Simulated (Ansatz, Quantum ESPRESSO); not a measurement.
# BeSi (Pm-3m): phonons by linear response, part 4 of 4

How does BeSi (Pm-3m) vibrate, and is this structure a minimum?

Quantum ESPRESSO 7.5; DFT LDA, scalar-relativistic, plane waves, JTH PAW pseudopotentials.

So far, lowest frequency on the path (cm⁻¹): step 7 (dispersion) -227; step 12 (ASR crystal) -227.

The structure was built from a prototype and need not be the compound's stable phase.

### 13. The same in Ansatz

The same cell goes through another code, with its own cutoff. The potentials differ. Its k mesh is centred on Γ.

This step: DFT LDA, scalar-relativistic, plane waves, PseudoDojo norm-conserving pseudopotentials (Ansatz 0.2.0).

input.yaml reads:

```yaml
crystal:
  lattice:
    - [2.7971517113, 0.0, 0.0]
    - [0.0, 2.7971517113, 0.0]
    - [0.0, 0.0, 2.7971517113]
  atoms:
    - { symbol: Be, position: [0.0, 0.0, 0.0] }
    - { symbol: Si, position: [0.5, 0.5, 0.5] }
kpoints:
  mp_grid: { grid: [12, 12, 12] }
hamiltonian:
  xc: lda
  pseudopotentials: { kind: nc, accuracy: standard }
scf:
  occupations: { method: gaussian, width: 0.27211 }
output:
  eigenvalues: true
phonons:
  method: dfpt
  qmesh: [4, 4, 4]
  temperatures: { t_max: 1000, t_step: 50 }
  qpath:
    path:
      - [[0.0, 0.0, 0.0], [0.0, 0.5, 0.0], [0.5, 0.5, 0.0], [0.0, 0.0, 0.0], [0.5, 0.5, 0.5], [0.0, 0.5, 0.0]]
      - [[0.5, 0.5, 0.5], [0.5, 0.5, 0.0]]
    npoints: 12
```

The run is started by

```bash
ansatz run input.yaml --threads 4 --pin off --max-ram 8192MiB --backend cpu --events-out ev --progress --plain --runs-dir out
```

The log of the run:

```text
Engine: ansatz 0.2.0, x86_64-unknown-linux-gnu
Pseudopotentials: kind: nc
Pseudopotential: Be, nc, valence charge 4, recommended cutoff 1197.300995 eV (normal), Be.nc.azcp (PseudoDojo's, or run here from an input of PseudoDojo's; its table is named by hamiltonian.pseudopotentials.accuracy)
Pseudopotential: Si, nc, valence charge 4, recommended cutoff 435.38218 eV (normal), Si.nc.azcp (PseudoDojo's, or run here from an input of PseudoDojo's; its table is named by hamiltonian.pseudopotentials.accuracy)
Functional definition: SPW92
  exchange = slater_x
  correlation = pw_c
Crystal: 2 atoms, lattice volume = 21.885 Å³
Basis set: ecut = 1197.300995 eV, 2103 PW (Γ), exchange–correlation on 64×64×64 points (8 copies of the dense FFT grid, shifted against one another)
Bands: 8, of which v1, the nominal top of the filled ones, is band 4 counted from 1 (3 counted from 0)
Symmetry: 48 space group operations
k-points: 84 of 1728
Non-local potential: Be, projectors of the file, l = 0: 2, l = 1: 2
Non-local potential: Si, projectors of the file, l = 0: 2, l = 1: 2, l = 2: 2
Initial density: superposition of atomic densities (chi_scale 0.1, normalization cell, long waves kept (reshape's long-wave potential 0.00 eV rms))
Initial wavefunctions: pseudopotential atomic-orbital guess
Functional: x = slater, c = lda
SCF iter   1: F=—  HF=-491.420134 eV  |F-HF|=—  |Δ(HF+E_count)|=         —  Δρ=2.91e-2  dr2=1.86e-1  ethr=3.10e-3  ⟨swp⟩=5.1  Hψ=12031  notcnv=0  defer=22
automatic band count: the SCF goes on with 12 bands, as 8 were too few: the levels above may hold too much charge
preconditioner: auto → none  [metal: Δε(μ)=0.030 eV  Ē_g=15.585 eV  σ=0.272 eV  W_gap=0.06  n_scr=6 (ndim 8)  ℏωp=19.4 eV  f_vac=0.000  D(μ)=0.74/eV (n_scr^D=6)  sad-step TF]
SCF iter   2: F=—  HF=-491.367721 eV  |F-HF|=—  |Δ(HF+E_count)|=   5.24e-2  Δρ=1.66e-2  dr2=6.30e-2  ethr=2.33e-3  ⟨swp⟩=1.0  Hψ=1680  notcnv=0  defer=29
SCF iter   3: F=—  HF=-491.340785 eV  |F-HF|=—  |Δ(HF+E_count)|=   2.69e-2  Δρ=9.45e-4  dr2=8.15e-5  ethr=7.87e-4  ⟨swp⟩=2.0  Hψ=1029  notcnv=0  defer=29
SCF iter   4: F=—  HF=-491.340771 eV  |F-HF|=—  |Δ(HF+E_count)|=   1.36e-5  Δρ=7.08e-5  dr2=1.57e-6  ethr=1.02e-6  ⟨swp⟩=1.8  Hψ=1019  notcnv=0  defer=38
SCF iter   5: F=—  HF=-491.340768 eV  |F-HF|=—  |Δ(HF+E_count)|=   3.12e-6  Δρ=4.57e-6  dr2=1.39e-9  ethr=1.96e-8  ⟨swp⟩=2.2  Hψ=1035  notcnv=0  defer=38
SCF iter   6: F=—  HF=-491.340766 eV  |F-HF|=—  |Δ(HF+E_count)|=   1.54e-6  Δρ=2.89e-7  dr2=7.29e-12  ethr=1.00e-12  ⟨swp⟩=10.0  Hψ=6233  notcnv=0
SCF iter   7: F=-491.340766 eV  HF=-491.340766 eV  |F-HF|=0.00e0  |Δ(HF+E_count)|=  5.68e-14  Δρ=1.36e-8  dr2=3.77e-14  ethr=1.00e-12  ⟨swp⟩=3.7  Hψ=2865  notcnv=0
SCF 1 converged in 7 iterations: F = -491.340766 eV  dr2 = 3.77e-14
Initial density: read from a saved state, or passed on in memory by an earlier SCF of this step, an earlier step, the calling program or the single point that the run made first
iter 1 solved again at ethr=4.96e-8 eV; its pass at ethr=3.10e-3 eV (dr2=3.97e-6 eV) is discarded
SCF iter   1: F=—  HF=-491.340768 eV  |F-HF|=—  |Δ(HF+E_count)|=         —  Δρ=1.34e-7  dr2=9.00e-13  ethr=4.96e-8  ⟨swp⟩=2.8  Hψ=7243  notcnv=0
eigensolver tolerance schedule: the retry pair's looser diagonalisation over-reported the residual by 4410525.90 of it (diagonalisation noise at an unbounded share of the residual, at the tolerance the schedule requests for it); recorded, not acted on — ethr = c·dr2/N_el stays at c = 1.0e-1
preconditioner: auto → none  [metal: Δε(μ)=0.018 eV  Ē_g=10.984 eV  σ=0.272 eV  W_gap=0.04  n_scr=6 (ndim 8)  ℏωp=19.4 eV  f_vac=0.000  D(μ)=0.70/eV (n_scr^D=6)]
SCF iter   2: F=—  HF=-491.340766 eV  |F-HF|=—  |Δ(HF+E_count)|=   1.60e-6  Δρ=7.16e-8  dr2=2.79e-13  ethr=1.00e-12  ⟨swp⟩=5.6  Hψ=3027  notcnv=0
SCF iter   3: F=-491.340766 eV  HF=-491.340766 eV  |F-HF|=0.00e0  |Δ(HF+E_count)|=  5.68e-14  Δρ=4.71e-8  dr2=1.22e-13  ethr=1.00e-12  ⟨swp⟩=1.0  Hψ=1683  notcnv=0
SCF 2 converged in 3 iterations: F = -491.340766 eV  dr2 = 1.22e-13
phonons: the bands overlap, so this run is a metal and interpolates without the dipole-dipole term. If the crystal is really an insulator or semiconductor, its LO-TO splitting is missing
NSCF: frozen V_eff on 84 k-points
WARN: eigensolver did not converge in 2 slots of this pass, the one above among them; of largest residual over every band (k=81): 1 band(s) unlocked (lowest unlocked band 11, counted from 0; max residual 7.39e-6 eV among the unlocked bands, 7.39e-6 eV over every band); of lowest unlocked band (k=6): band 11
NSCF: frozen V_eff on 196 k-points
DFPT response loops at q = (0, 0, 0) (fractional): preconditioner auto → Kerker (q_TF=auto, 2.307 Å⁻¹) (partly filled bands, converged f_vac=0.000); β = 1.00, the filter's whole step (`scf.mixing.beta` (0.50) is not read by the response loops under this deck's `scf.mixing.preconditioner`; to damp them name `kerker` or `kerker_dos`, under which they read `scf.mixing.beta`, and type it under 1.00, their step now; both keys bind the ground state too); Broyden in place of MSR1
NSCF: frozen V_eff on 1176 k-points
DFPT response loops at q = (0, 0, 0.25) (fractional): mixed as the last ones told, above
NSCF: frozen V_eff on 686 k-points
DFPT response loops at q = (0, 0, -0.5) (fractional): mixed as the last ones told, above
NSCF: frozen V_eff on 2016 k-points
DFPT response loops at q = (0, 0.25, 0.25) (fractional): mixed as the last ones told, above
NSCF: frozen V_eff on 1176 k-points
DFPT response loops at q = (0, 0.25, -0.5) (fractional): mixed as the last ones told, above
NSCF: frozen V_eff on 686 k-points
DFPT response loops at q = (0, -0.5, -0.5) (fractional): mixed as the last ones told, above
NSCF: frozen V_eff on 1872 k-points
DFPT response loops at q = (0.25, 0.25, 0.25) (fractional): mixed as the last ones told, above
NSCF: frozen V_eff on 2016 k-points
DFPT response loops at q = (0.25, 0.25, -0.5) (fractional): mixed as the last ones told, above
NSCF: frozen V_eff on 1176 k-points
DFPT response loops at q = (0.25, -0.5, -0.5) (fractional): mixed as the last ones told, above
NSCF: frozen V_eff on 392 k-points
DFPT response loops at q = (-0.5, -0.5, -0.5) (fractional): mixed as the last ones told, above
SCF converged after 7 iterations
Free energy (F): -491.340766 eV
Harris-Foulkes:  -491.340766 eV  (|F-HF|=0.00e0)
Internal energy: -491.314787 eV  (E = F + TS)
E sigma→0 (E₀):  -491.327777 eV
Entropy (-TS):   -0.025979 eV (-12.989 meV/atom)
Fermi energy:    10.350318 eV
--- Per-component energies (eV) ---
  E_band       = -149.564188
  E_kinetic    = 278.927240
  E_local      = -219.073625  (includes V_loc(G=0)·N_el)
  E_nonlocal   = -208.761855
  E_hartree    = 64.033106
  E_xc         = -106.685178
  E_vxc        = -128.722159  (∫ρ·V_xc dr)
  E_ewald      = -299.754475
  E_smearing   = -0.025979  (= −TS)
  E_closure    = 0.000000  (closes the sum)
  Σ components = -491.340766   (vs F -491.340766, Δ=0.00e0)
--- Band table (eV; the first three rows and the last of 84) ---
  k-point 0: bands = [-88.9019, -3.5444, 11.7529, 11.7529, 11.7529, 14.8660, 14.8660, 19.0127, ... 4 higher]
  k-point 1: bands = [-88.9018, -3.4282, 10.3885, 11.8706, 11.8706, 14.9862, 16.1739, 19.2906, ... 4 higher]
  k-point 2: bands = [-88.9018, -3.0815, 8.2538, 12.2234, 12.2234, 15.3425, 17.6788, 20.5291, ... 4 higher]
  k-point 83: bands = [-88.9005, 8.4742, 8.4742, 8.4742, 9.0159, 9.0159, 9.0159, 9.0371, ... 4 higher]
--- Phonons (Γ-DFPT): 2 representative perturbations + reference (Σ response iterations 5) ---
  ASR residual: 1.079e-5 → 0.000e0 eV/Å²; symmetrization residual: 4.077e-7 eV/Å²
  ASR residual per site (eV/Å²): 7.79e-6 1.08e-5
  Γ frequencies (cm⁻¹): 0.00 0.00 0.00 307.01 307.01 307.01
--- Phonons (arbitrary-q DFPT): 10 irreducible q on the 4×4×4 mesh ---
  q = [0.0000, 0.0000, 0.0000] (star 1, of the zone-centre solve; hermiticity 3.45e-7, symmetrization 2.25e-14): 0.00 0.00 0.00 307.01 307.01 307.01
  q = [0.0000, 0.0000, 0.2500] (star 6, 4 solved perturbations in 1848 linear systems a pass and spin channel, the states on 588 of 1728 k-point pairs; hermiticity 4.83e-8, symmetrization 2.09e-13, the responses' own estimated error 2.4e-5 eV/Å²): 72.47 72.47 104.18 329.40 329.40 340.19
  q = [0.0000, 0.0000, -0.5000] (star 3, 4 solved perturbations in 1078 linear systems a pass and spin channel, the states on 343 of 1728 k-point pairs; hermiticity 1.63e-7, symmetrization 8.16e-8, the responses' own estimated error 2.3e-5 eV/Å²): 181.90 181.90 261.56 302.60 316.31 316.31
  q = [0.0000, 0.2500, 0.2500] (star 12, 4 solved perturbations in 3108 linear systems a pass and spin channel, the states on 1008 of 1728 k-point pairs; hermiticity 4.54e-8, symmetrization 8.58e-15, the responses' own estimated error 2.5e-5 eV/Å²): -185.79 111.07 227.60 300.82 312.94 344.24
  q = [0.0000, 0.2500, -0.5000] (star 12, 6 solved perturbations on 588 of 1728 k-point pairs; hermiticity 4.46e-8, symmetrization 2.96e-9, the responses' own estimated error 2.4e-5 eV/Å²): -175.09 -113.00 174.59 291.67 352.57 353.86
  q = [0.0000, -0.5000, -0.5000] (star 3, 4 solved perturbations in 1078 linear systems a pass and spin channel, the states on 343 of 1728 k-point pairs; hermiticity 5.92e-8, symmetrization 3.47e-12, the responses' own estimated error 2.6e-5 eV/Å²): -207.73 -207.73 190.55 284.25 379.13 379.13
  q = [0.2500, 0.2500, 0.2500] (star 8, 2 solved perturbations on 936 of 1728 k-point pairs; hermiticity 3.53e-8, symmetrization 1.19e-14, the responses' own estimated error 2.4e-5 eV/Å²): -110.72 -110.72 169.94 319.15 339.23 339.23
  q = [0.2500, 0.2500, -0.5000] (star 12, 4 solved perturbations in 3108 linear systems a pass and spin channel, the states on 1008 of 1728 k-point pairs; hermiticity 5.75e-8, symmetrization 1.73e-8, the responses' own estimated error 2.4e-5 eV/Å²): -176.86 -91.33 160.82 277.70 341.82 350.64
  q = [0.2500, -0.5000, -0.5000] (star 6, 4 solved perturbations in 1848 linear systems a pass and spin channel, the states on 588 of 1728 k-point pairs; hermiticity 9.71e-8, symmetrization 1.90e-9, the responses' own estimated error 2.4e-5 eV/Å²): -150.60 -150.60 159.85 254.49 332.74 332.74
  q = [-0.5000, -0.5000, -0.5000] (star 1, 2 solved perturbations on 196 of 1728 k-point pairs; hermiticity 6.38e-11, symmetrization 3.19e-11, the responses' own estimated error 2.2e-5 eV/Å²): 175.83 175.83 175.83 216.45 216.45 216.45
  sum rule: each row above includes the acoustic sum rule's correction from the zone centre's row sums; it moved no ω² by more than (0.48 cm⁻¹)²
  mesh force constants: q→R imaginary residual 5.75e-18; ASR residual 1.079e-5 → 0.000e0 eV/Å²; symmetrization residual 3.109e-15 eV/Å²
  interpolated dispersion: 74 rows × 6 modes
  density of states and harmonic sums: on the 24×24×24 q-mesh, interpolated from the force constants of a 4×4×4 supercell (no non-analytic term)
  largest difference from the sums on the solved wave vectors: F 3.47e-2 eV, S 4.52e-5 and C_V 1.18e-5 eV/K
  zero-point energy: 0.074528 eV/cell   skipped modes (ω ≤ 0): 626, of them read as no rigid motion or as one in doubt: 623 (1.393e0 modes/cell left out, lowest -226.56 cm⁻¹)   left out of the sums: 2.32e-1 of the cell's modes: C_V's classical limit lies that fraction below 3 k_B per atom; for a crystal, a wire or a layer, F and S can be off by more, and a phonons.interpolated_qmesh denser along its periods is the remedy for the sampling
```

Run time: 3 min. Hardware: 4 threads of Intel Xeon Platinum 8175M at 2.50GHz (Skylake/Cascade Lake), shared host; peak memory 2.1 GiB.

Read from the output:

| Property | Result |
| --- | --- |
| sum-rule residual before enforcement | 1.08e-5 eV/Å² |
| lowest frequency on the path | -226.6 cm⁻¹ |
| share of modes beyond 3i cm⁻¹ on the dense interpolated mesh | 0.2336 |
| highest optical zone-centre mode (no LO-TO term) | 307.0 cm⁻¹ |
| lowest optical zone-centre mode | 307.0 cm⁻¹ |
| lowest mode on the q mesh (acoustic ones at the zone centre apart) | -207.7 cm⁻¹ |

### 14. Side by side: QE JTH and Ansatz, PseudoDojo

Numbers from this step:

```
root-mean-square difference             : 1.28 cm⁻¹
largest difference                      : 2.17 cm⁻¹
root-mean-square difference on the path : 1.5 cm⁻¹
largest difference on the path          : 7.9 cm⁻¹
```

The 12 of 57 modes that differ most. Frequencies side by side:

```
q (reciprocal lattice)  mode  QE JTH (cm⁻¹)  Ansatz, PseudoDojo (cm⁻¹)
           0 0.25 0.25     4          302.6                      300.8
           0 0.25 0.25     6          346.1                      344.2
           0 0.25 -0.5     6            356                      353.9
           0 -0.5 -0.5     5          381.2                      379.1
           0 -0.5 -0.5     6          381.2                      379.1
        0.25 0.25 -0.5     5          343.7                      341.8
        0.25 -0.5 -0.5     4          256.2                      254.5
        0.25 -0.5 -0.5     5          334.5                      332.7
        0.25 -0.5 -0.5     6          334.5                      332.7
        -0.5 -0.5 -0.5     1          177.6                      175.8
        -0.5 -0.5 -0.5     2          177.6                      175.8
        -0.5 -0.5 -0.5     3          177.6                      175.8
```

At the solved wavevectors the largest difference (acoustic modes at Γ apart) is 0.6 % of the highest mode (on the interpolated path 2 %).

### 15. Results

| Quantity | Value |
| --- | --- |
| space group after relaxation | Pm-3m |
| volume per atom | 10.9 Å³ |
| highest optical zone-centre mode (no LO-TO term) | 308.5 cm⁻¹ |
| q mesh | 4×4×4 |
| lowest mode on the q mesh (acoustic ones at the zone centre apart) | -207.6 cm⁻¹ |
| imaginary modes on the q mesh | yes |
| largest difference from Ansatz, PseudoDojo | 2.17 cm⁻¹ |

What this shows: BeSi (Pm-3m) is unstable: a mode solved on the 4×4×4 mesh is imaginary, 208i cm⁻¹; its spectrum reaches 381 cm⁻¹. At the LDA level the optical modes of BeSi (Pm-3m) at the zone centre lie at 309 cm⁻¹. The most unstable solved mode lies at q = (0, -0.5, -0.5), on the zone boundary, so the distortion that it points to doubles the cell. QE JTH and Ansatz, PseudoDojo differ by 1.3 cm⁻¹ in the root mean square and by 2.2 cm⁻¹ at most, 0.6 % of the highest mode compared (acoustic modes at Γ left out; ph.x's values are those before the sum rule); the two use different potentials, and the cell was not relaxed for the second set. Their interpolated bands part by up to 8 cm⁻¹. These are harmonic frequencies at zero temperature: anharmonic shifts and linewidths and thermal expansion are left out. In a metal the frequencies hang on the k mesh and the smearing, most of all near Kohn anomalies. The structure is a hypothetical one, built on a prototype.

[Host names and launcher messages were left out of these logs when they were recorded.]

[Logs are printed without paths, hosts, clocks, repeated set-up lines and the standing remarks that a program may print on its own settings, such as how far it seeks lower states.]

[Hosts, paths, dates, database ids (printed as entryN), source tags and the programs' standing remarks are cut or masked in the printed files.]
